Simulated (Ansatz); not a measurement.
**Resistivity from frozen vibrations: Al(111) with 4 thermally displaced layers, 2x2**

How much do lattice vibrations at 500 K scatter the electrons of Al? Layers with random displacements are laid between perfect leads, and the resistance is followed against their length.

Method: Ansatz plane-wave DFT, PBE, PAW files; ballistic transport by layer matching (Landauer), zero bias; PAW set soft_1, in Ansatz 0.2.0.

### 1. The structure

The cell holds 40 atoms: 40 Al. Its edges and angles: a = 5.725 Å, b = 5.725 Å, c = 23.429 Å, α = 93.5°, β = 86.5°, γ = 120.0°. It derives from Al. Regions: lead, 24 atoms (24 Al); scattering region, 16 atoms (16 Al). The structure is stacked along c, and the current runs across the ab planes.

### 2. With 4 displaced layers

Each atom of 4 layers is moved at random, by amounts drawn from a normal law 0.1226 Å wide in each direction from the Debye model (428 K) at 500 K. The layers about the cell's end stay perfect and serve as the lead. Disorder leaves little or no symmetry, which makes such runs dear. Energies from -0.05 to 0.05 eV in steps of 0.05 eV are too few for the program's thermal sum, so it prints no conductance; for a metal the transmission near the Fermi level serves, at a fraction of the cost.

Contents of input.yaml:

```yaml
crystal:
  lattice:
    - [5.7246940741, 0.0, 0.0]
    - [-2.862347037, 4.957730497, 0.0]
    - [1.4311735185, -0.8262884162, 23.3709656917]
  atoms:
    - { symbol: Al, position: [0.9916666667, 0.0083333333, 0.05] }
    - { symbol: Al, position: [0.9916666667, 0.5083333333, 0.05] }
    - { symbol: Al, position: [0.4916666667, 0.0083333333, 0.05] }
    - { symbol: Al, position: [0.4916666667, 0.5083333333, 0.05] }
    - { symbol: Al, position: [0.1416666667, 0.3583333333, 0.15] }
    - { symbol: Al, position: [0.1416666667, 0.8583333333, 0.15] }
    - { symbol: Al, position: [0.6416666667, 0.3583333333, 0.15] }
    - { symbol: Al, position: [0.6416666667, 0.8583333333, 0.15] }
    - { symbol: Al, position: [0.2916666667, 0.2083333333, 0.25] }
    - { symbol: Al, position: [0.2916666667, 0.7083333333, 0.25] }
    - { symbol: Al, position: [0.7916666667, 0.2083333333, 0.25] }
    - { symbol: Al, position: [0.7916666667, 0.7083333333, 0.25] }
    - { symbol: Al, position: [0.942165772, 0.0556274779, 0.3533582433] }
    - { symbol: Al, position: [0.9369755821, 0.5454078902, 0.3518961293] }
    - { symbol: Al, position: [0.4819030091, 0.0811296356, 0.3463097587] }
    - { symbol: Al, position: [0.4068372883, 0.5429624345, 0.3502167048] }
    - { symbol: Al, position: [0.0402778003, 0.4018360357, 0.443466702] }
    - { symbol: Al, position: [0.0695400506, 0.8946031026, 0.4483413877] }
    - { symbol: Al, position: [0.6134762518, 0.4339913797, 0.4493259909] }
    - { symbol: Al, position: [0.6123906568, 0.8921972791, 0.4518432457] }
    - { symbol: Al, position: [0.2628196376, 0.2600074752, 0.5461012445] }
    - { symbol: Al, position: [0.2160848404, 0.747211035, 0.5511546575] }
    - { symbol: Al, position: [0.717606874, 0.2530234662, 0.5491650571] }
    - { symbol: Al, position: [0.755587469, 0.7639501772, 0.5518635006] }
    - { symbol: Al, position: [0.8753825476, 0.10581452, 0.6541110044] }
    - { symbol: Al, position: [0.906752745, 0.5785330136, 0.6579387016] }
    - { symbol: Al, position: [0.4299044309, 0.1278780646, 0.6513867504] }
    - { symbol: Al, position: [0.4012538575, 0.6460880343, 0.6602791871] }
    - { symbol: Al, position: [0.0416666667, 0.4583333333, 0.75] }
    - { symbol: Al, position: [0.0416666667, 0.9583333333, 0.75] }
    - { symbol: Al, position: [0.5416666667, 0.4583333333, 0.75] }
    - { symbol: Al, position: [0.5416666667, 0.9583333333, 0.75] }
    - { symbol: Al, position: [0.1916666667, 0.3083333333, 0.85] }
    - { symbol: Al, position: [0.1916666667, 0.8083333333, 0.85] }
    - { symbol: Al, position: [0.6916666667, 0.3083333333, 0.85] }
    - { symbol: Al, position: [0.6916666667, 0.8083333333, 0.85] }
    - { symbol: Al, position: [0.8416666667, 0.1583333333, 0.95] }
    - { symbol: Al, position: [0.8416666667, 0.6583333333, 0.95] }
    - { symbol: Al, position: [0.3416666667, 0.1583333333, 0.95] }
    - { symbol: Al, position: [0.3416666667, 0.6583333333, 0.95] }
kpoints:
  mp_grid: { grid: [5, 5, 1] }
hamiltonian:
  xc: pbe
  pseudopotentials: { kind: paw, azcp: { folder: soft_1 } }
scf:
  occupations: { method: fermi_dirac, width: 0.1 }
output:
  transmission:
    leads: [[0, 4]]
    kmesh: [10, 10]
    e_range: [-0.05, 0.05]
    de: 0.05
  write_potential: true
  write_density: true
  volumetric_format: npy
  elf: true
```

The run is started by

```sh
$ ansatz run input.yaml --threads 8 --pin off --max-ram 15360MiB --backend cpu --events-out ev --progress --plain --runs-dir out
```

Numbers of over 12 decimals in the logs are rounded to 6 here.

What it wrote:

```text
Engine: ansatz 0.2.0, aarch64-unknown-linux-gnu
Pseudopotentials: kind: paw
Pseudopotential: Al, paw, valence charge 3, recommended cutoff 420 eV (normal), soft_1/Al.paw.azcp
Functional definition: PBE
  parameter kappa = 0.804
  parameter beta = 0.066725
  exchange = pbe_x(kappa = kappa, mu = beta*pi^2/3)
  correlation = pbe_c(beta = beta)
Crystal: 40 atoms, lattice volume = 663.303 Å³
Basis set: ecut = 420 eV, 13043 PW (Γ)
Bands: 100, of which v1, the nominal top of the filled ones, is band 60 counted from 1 (59 counted from 0)
Symmetry: 1 space group operations
Space group: P1 (ITA 1), of the structure as read, at distance tolerance 8.7e-5 Å
k-points: 13 of 25 (time reversal used)
Non-local potential: Al, projectors of the file, l = 0: 2, l = 1: 2, l = 2: 1
PAW form: soft (Blöchl's): semilocal exchange-correlation on the pseudo side does not see the compensation charge
PAW one-centre angular grid: Al, 110 points (default); XC on 64 Gauss nodes
Initial density: superposition of atomic densities (chi_scale 0.1, normalization cell)
Initial wavefunctions: pseudopotential atomic-orbital guess
Functional: x = pbe(κ = 0.804, μ = 0.219515), c = pbe(β = 0.066725)
SCF iter   1: F=—  HF=-21500.396079 eV  |F-HF|=—  |Δ(HF+E_count)|=         —  Δρ=2.41e-2  dr2=5.84e0  ethr=3.10e-3  ⟨swp⟩=6.4  Hψ=6129  notcnv=0  defer=40
preconditioner: auto → Kerker (q_TF=auto, 2.052 Å⁻¹)  [metal: Δε(μ)=0.005 eV  Ē_g=6.735 eV  σ=0.100 eV  W_gap=0.01  n_scr=86 (ndim 8)  ℏωp=15.8 eV  f_vac=0.000  D(μ)=19.70/eV (n_scr^D=138)]
SCF iter   2: F=—  HF=-21499.476792 eV  |F-HF|=—  |Δ(HF+E_count)|=   9.19e-1  Δρ=1.56e-2  dr2=2.16e0  ethr=3.10e-3  ⟨swp⟩=1.2  Hψ=1507  notcnv=0  defer=56
SCF iter   3: F=—  HF=-21498.561312 eV  |F-HF|=—  |Δ(HF+E_count)|=   9.15e-1  Δρ=1.58e-3  dr2=2.57e-2  ethr=1.80e-3  ⟨swp⟩=3.0  Hψ=2030  notcnv=0  defer=112
SCF iter   4: F=—  HF=-21498.550616 eV  |F-HF|=—  |Δ(HF+E_count)|=   1.07e-2  Δρ=2.79e-4  dr2=1.41e-3  ethr=2.14e-5  ⟨swp⟩=2.0  Hψ=1897  notcnv=0  defer=112
SCF iter   5: F=—  HF=-21498.550268 eV  |F-HF|=—  |Δ(HF+E_count)|=   3.48e-4  Δρ=3.31e-5  dr2=3.63e-5  ethr=1.18e-6  ⟨swp⟩=1.0  Hψ=1188  notcnv=0  defer=112
SCF iter   6: F=—  HF=-21498.550288 eV  |F-HF|=—  |Δ(HF+E_count)|=   2.01e-5  Δρ=8.00e-6  dr2=5.05e-7  ethr=3.03e-8  ⟨swp⟩=2.5  Hψ=1760  notcnv=0  defer=112
SCF iter   7: F=-21498.550288 eV  HF=-21498.550288 eV  |F-HF|=1.76e-8  |Δ(HF+E_count)|=   3.91e-8  Δρ=1.52e-6  dr2=3.15e-8  ethr=8.33e-11  ⟨swp⟩=13.1  Hψ=5428  notcnv=0
SCF 1 converged in 7 iterations: F = -21498.550288 eV  dr2 = 3.15e-8
  greatest PAW one-centre occupation: 0.457 electrons in one spin orbital (limit 2), on the Al atom at site 18 (counted from 0), in its partial waves of l = 0
transmission: 162 of 1508 steps passed
transmission: 318 of 1508 steps passed
[...]
transmission: 1508 of 1508 steps passed
SCF converged after 7 iterations
Free energy (F): -21498.550288 eV
Harris-Foulkes:  -21498.550288 eV  (|F-HF|=1.76e-8)
Internal energy: -21497.907254 eV  (E = F + TS)
E sigma→0 (E₀):  -21498.228771 eV
Entropy (-TS):   -0.643034 eV (-16.076 meV/atom)
Fermi energy:    7.919324 eV
--- Per-component energies (eV) ---
  E_band       = 414.576968
  E_kinetic    = 901.886882
  E_local      = 393.135543  (includes V_loc(G=0)·N_el)
  E_nonlocal   = 401.696220
  E_hartree    = 12.398369
  E_xc         = -1507.374247
  E_vxc        = -1166.521135  (∫ρ·V_xc dr)
  E_paw        = -18776.933492  (= ΣΔE_a)
  E_vpaw       = -140.417306  (= ΣTr[D̂ρ^β])
  E_aug_tail   = -0.000082  (compensation charges beyond the density's cutoff)
  E_ewald      = -2922.716448
  E_smearing   = -0.643034  (= −TS)
  E_closure    = 0.000000  (closes the sum)
  Σ components = -21498.550288   (vs F -21498.550288, Δ=0.00e0)
--- Band table (eV; the first three rows and the last of 13) ---
  k-point 0: bands = [... 56 lower, 6.3648, 6.6908, 6.7377, 6.7576, 6.7909, 7.0968, 7.1552, 7.1714, ... 36 higher]
  k-point 1: bands = [... 56 lower, 6.7212, 6.8764, 7.0457, 7.1740, 7.3279, 7.3886, 7.5185, 7.5769, ... 36 higher]
  k-point 2: bands = [... 56 lower, 7.8476, 7.9030, 7.9792, 8.0470, 8.1449, 8.1588, 8.2794, 8.3575, ... 36 higher]
  k-point 12: bands = [... 56 lower, 7.4650, 7.5620, 7.7845, 7.9235, 7.9569, 7.9997, 8.0663, 8.1250, ... 36 higher]
--- Transmission ---
  basis      : 253 plane waves across, 29 finite elements along
  points     : 52, standing for a mesh of 10 x 10
  energies   : 3 from -0.050000 to 0.050000 eV about the Fermi level, 0.050000 eV apart; the leads are filled to 0.000000 eV, and channels, transmission and decay are at 0.000000 eV
  crystal 0  : Al4, at the sites [0, 4], period 2.3371 Å, over 14.02 Å; its Hamiltonian steps by up to 12.9 meV
    offset         : up to 0.0000 Å between an atom of the period and one for which it stands
    channels       : 5.410000e0 a spin
    conductance    : none, the energies end too early or step too widely for 300 K: set another output.transmission.e_range or a lower de, or, where they end at an eighth of basis.ecutwfc, a higher one
  junction   : crystal 0 to crystal 0, 0.70 to 21.73 Å
    transmission   : 4.851254e0 a spin
    conductance    : none, the energies end too early or step too widely for 300 K: set another output.transmission.e_range or a lower de, or, where they end at an eighth of basis.ecutwfc, a higher one
```

The job ended after 6.1 min (8 threads of Arm Neoverse N1, shared host; peak memory 2.7 GiB).

Numbers from this step:

```yaml
free_energy: -21498.5503 eV
energy_at_zero_smearing: -21498.2288 eV
fermi_energy: 7.919 eV
cell_area: 28.38 Å²
transmission_per_spin_nearest_the_fermi_level: 4.851
open_channels_per_spin_nearest_the_fermi_level: 5.41
step_of_the_lead_s_potential: 12.9 meV
```

Per spin. Transmission, zone mean against energy, zero at the Fermi level:

```csv
energy (eV),"transmission, zone mean"
-0.0500,4.78
0.0000,4.85
0.0500,4.98
```

Per spin. Table of open channels, zone mean, lead by energy, zero at the Fermi level:

| energy (eV) | open channels, zone mean, lead |
| --- | --- |
| -0.0500 | 5.29 |
| 0.0000 | 5.41 |
| 0.0500 | 5.59 |

Transmission over k1 and k2. At 0.0000 eV from the Fermi level.

Values, 10 rows by 10 columns:
```
4.63 4.85 5.30 3.69 5.19 4.79 4.44 2.96 3.73 2.96
3.86 5.16 4.44 6.60 6.61 4.42 4.89 3.46 3.77 3.91
3.80 3.71 6.64 6.62 6.02 6.64 6.64 3.49 3.54 2.95
4.52 5.18 6.62 6.47 5.80 5.81 6.28 6.62 5.00 4.51
3.80 4.62 4.41 6.60 5.83 6.84 5.83 6.60 4.41 4.62
4.52 4.51 5.00 6.62 6.28 5.81 5.80 6.47 6.62 5.18
3.80 2.95 3.54 3.49 6.64 6.64 6.02 6.62 6.64 3.71
3.86 3.91 3.77 3.46 4.89 4.42 6.61 6.60 4.44 5.16
4.63 2.96 3.73 2.96 4.44 4.79 5.19 3.69 5.30 4.85
3.61 4.42 3.42 3.49 4.34 3.63 4.34 3.49 3.42 4.42
```
Columns: k1 (b1) from -0.5 to 0.4; rows upwards: k2 (b2) from -0.5 to 0.4.

Open channels over k1 and k2. At 0.0000 eV from the Fermi level.

Values, 10 rows by 10 columns:
```
5.00 6.00 6.00 5.00 6.00 6.00 5.00 3.00 4.00 3.00
4.00 6.00 5.00 7.00 7.00 5.00 6.00 4.00 4.00 4.00
4.00 5.00 7.00 7.00 7.00 7.00 7.00 5.00 4.00 3.00
5.00 6.00 7.00 7.00 6.00 6.00 7.00 7.00 6.00 5.00
4.00 6.00 5.00 7.00 6.00 7.00 6.00 7.00 5.00 6.00
5.00 5.00 6.00 7.00 7.00 6.00 6.00 7.00 7.00 6.00
4.00 3.00 4.00 5.00 7.00 7.00 7.00 7.00 7.00 5.00
4.00 4.00 4.00 4.00 6.00 5.00 7.00 7.00 5.00 6.00
5.00 3.00 4.00 3.00 5.00 6.00 6.00 5.00 6.00 6.00
4.00 5.00 4.00 4.00 5.00 4.00 5.00 4.00 4.00 5.00
```
Columns: k1 (b1) from -0.5 to 0.4; rows upwards: k2 (b2) from -0.5 to 0.4.

ELF in the ca plane at fractional y = 0.543, with atoms of Al within 0.2 Å of it. It is the smooth field of the valence electrons, not physical close to the nuclei.

Ten even steps from '0' (0.06) to '9' (0.70), each cell a mean:
```
75323678787123189999754468887761016998666667
86445788788300289999743468877850204898875456
88767888777643588998754468876762015888864346
88888877766677777754565678875566668888876456
88888877655677666521367789864346788886456767
87667888766677767743577789864335677862016888
75435788777656788887776689864456788872016888
75323678888301588898754568875577789997446777
75334678887132278776532367876675348999876557
87656788887300378776432468876773016988864446
88878778778755788777644579875675347988865446
88888766777899988777766789875568889998666557
88778877767899988645787789865468999983126777
86556788777877898745777789875568999971016888
75334688788401599987765679976665579994126888
```
Columns run along c (16.0 Å, from fractional 0.16 to 0.84 of the cell), rows up along a (5.7 Å). Atoms in or near the plane, at fractional coordinates: Al at (0.35, 0.94), Al at (0.35, 0.41), Al at (0.66, 0.91).

Electrostatic potential energy in the ca plane at fractional y = 0.543, with atoms of Al within 0.2 Å of it. With pseudopotentials it is smooth inside the atoms' cores, unlike the true potential.

Ten even steps from '0' (-8.9 eV) to '9' (9.9 eV), each cell a mean:
```
99999999983299327776799988899712731564226898
78999888984067137877899998899715971588778998
57887546887200157754689988899831421688889998
35786213689765687300158887789973124776568998
35786202689988987102037876789998778740004898
67887545788877887301047876689999999721411688
89999878887311478632368987789998788721421688
99999999983154158877789988899974236751013798
89999989972299238999999998999850002676557998
67998767883176138999999998999840211688889998
46886324786210268877899988899850002687779998
35786202688755787533689977789985235763136898
56886323788867886200378865679998778730102798
78998766887412476200268865579987667721521688
99999988984044047522579977789851014630202788
```
Columns run along c (16.0 Å, from fractional 0.16 to 0.84 of the cell; values clipped at the 3rd and 97th percentile), rows up along a (5.7 Å). Atoms in or near the plane, at fractional coordinates: Al at (0.35, 0.94), Al at (0.35, 0.41), Al at (0.66, 0.91).

Valence density in the ca plane at fractional y = 0.543, with atoms of Al within 0.2 Å of it. It is the smooth field of the valence electrons, not physical close to the nuclei.

Values in e/Å³, 8 rows by 16 columns, each cell a mean:
```
0.16 0.14 0.19 0.19 0.10 0.20 0.27 0.20 0.15 0.20 0.18 0.12 0.19 0.24 0.18 0.17
0.20 0.19 0.20 0.17 0.17 0.21 0.24 0.21 0.17 0.20 0.16 0.15 0.20 0.22 0.17 0.15
0.20 0.20 0.20 0.16 0.17 0.17 0.19 0.19 0.20 0.20 0.13 0.16 0.20 0.19 0.18 0.18
0.17 0.15 0.19 0.18 0.17 0.19 0.21 0.20 0.18 0.19 0.13 0.15 0.20 0.18 0.16 0.19
0.16 0.14 0.19 0.20 0.09 0.17 0.17 0.14 0.13 0.17 0.14 0.16 0.20 0.22 0.18 0.16
0.20 0.19 0.21 0.20 0.18 0.20 0.18 0.14 0.13 0.17 0.14 0.16 0.20 0.22 0.17 0.15
0.20 0.20 0.20 0.18 0.23 0.23 0.19 0.18 0.17 0.19 0.14 0.20 0.25 0.21 0.18 0.18
0.17 0.15 0.19 0.19 0.17 0.24 0.24 0.20 0.17 0.20 0.16 0.21 0.26 0.20 0.16 0.19
```
Columns run along c (16.0 Å, from fractional 0.16 to 0.84 of the cell), rows up along a (5.7 Å). Atoms in or near the plane, at fractional coordinates: Al at (0.35, 0.94), Al at (0.35, 0.41), Al at (0.66, 0.91).

Over the solved energies the transmission per spin lies between 4.78 and 4.98, out of 5.43 channels of the lead on average (up to 5.59).

(Continued in part 2 of 2.)

[Logs are printed without paths, hosts, clocks, repeated set-up lines and the standing remarks that a program may print on its own settings, such as how far it seeks lower states.]

[Hosts, paths, dates, database ids (printed as entryN), source tags and the programs' standing remarks are cut or masked in the printed files.]
